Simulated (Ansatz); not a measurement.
An input for Ansatz 0.2.0 (Sr2SiS4 (P2_1/m)):

```yaml
crystal:
  lattice:
    - [6.6087392105, 0.0, 0.0]
    - [0.0, 6.65954238, 0.0]
    - [-2.5827482587, 0.0, 7.848229828]
  atoms:
    - { symbol: Sr, position: [0.2836712, 0.75, 0.95180912] }
    - { symbol: Sr, position: [0.7163288, 0.25, 0.04819088] }
    - { symbol: Sr, position: [0.2248299, 0.75, 0.42926377] }
    - { symbol: Sr, position: [0.7751701, 0.25, 0.57073623] }
    - { symbol: Si, position: [0.72130103, 0.75, 0.7968462] }
    - { symbol: Si, position: [0.27869897, 0.25, 0.2031538] }
    - { symbol: S, position: [0.88645343, 0.75, 0.06157594] }
    - { symbol: S, position: [0.11354657, 0.25, 0.93842406] }
    - { symbol: S, position: [0.91690048, 0.75, 0.63566798] }
    - { symbol: S, position: [0.08309952, 0.25, 0.36433202] }
    - { symbol: S, position: [0.51038414, 0.50196672, 0.7372482] }
    - { symbol: S, position: [0.48961586, 0.00196672, 0.2627518] }
    - { symbol: S, position: [0.48961586, 0.49803328, 0.2627518] }
    - { symbol: S, position: [0.51038414, 0.99803328, 0.7372482] }
kpoints:
  mp_grid: { grid: [2, 2, 2] }
  band_path:
    path:
      - [0.0, 0.0, 0.0]
      - [0.0, 0.5, 0.0]
      - [0.0, 0.5, 0.5]
      - [0.0, 0.0, 0.5]
      - [-0.5, 0.0, 0.5]
      - [-0.5, 0.5, 0.5]
      - [-0.5, 0.5, 0.0]
      - [-0.5, 0.0, 0.0]
    npoints: 1
hamiltonian:
  xc: hse06
scf:
  occupations: { method: fixed }
  n_extra_bands: 16
magnetization:
  noncollinear: true
  spin_orbit: true
output:
  eigenvalues: true
```

```sh
ansatz run input.yaml --threads 24 --pin off --max-ram 82944MiB --backend cuda --events-out ev --progress --plain --runs-dir out --devices 1 --max-vram 78GiB
```

How long will it take on 1 × NVIDIA GB200 (shared by 2 runs) with 24 threads of Arm Neoverse V2, shared host, and how much memory?

It took 19 s; on shared hardware allow 9.6 s to 38 s. Peak host memory was 2.6 GiB. The sizes that set the cost: 6751 plane waves a state, 8 irreducible k points and 18 SCF cycles.

Exact exchange couples every pair of k points and filled bands, so it costs far more than a semilocal run.

[Paths, hosts, dates, memory and timing lines, banners, echoed tables and standing remarks are left out of the program output.]

[Logs are printed without paths, hosts, clocks, repeated set-up lines and the standing remarks that a program may print on its own settings, such as how far it seeks lower states.]

[Runs of the session that timed out or met a known fault of the program may be left out.]

[Cells called generated may have been cut or substituted from an entry of the Crystallography Open Database or the Materials Project.]

[Hosts, paths, dates, database ids (printed as entryN), source tags and the programs' standing remarks are cut or masked in the printed files.]
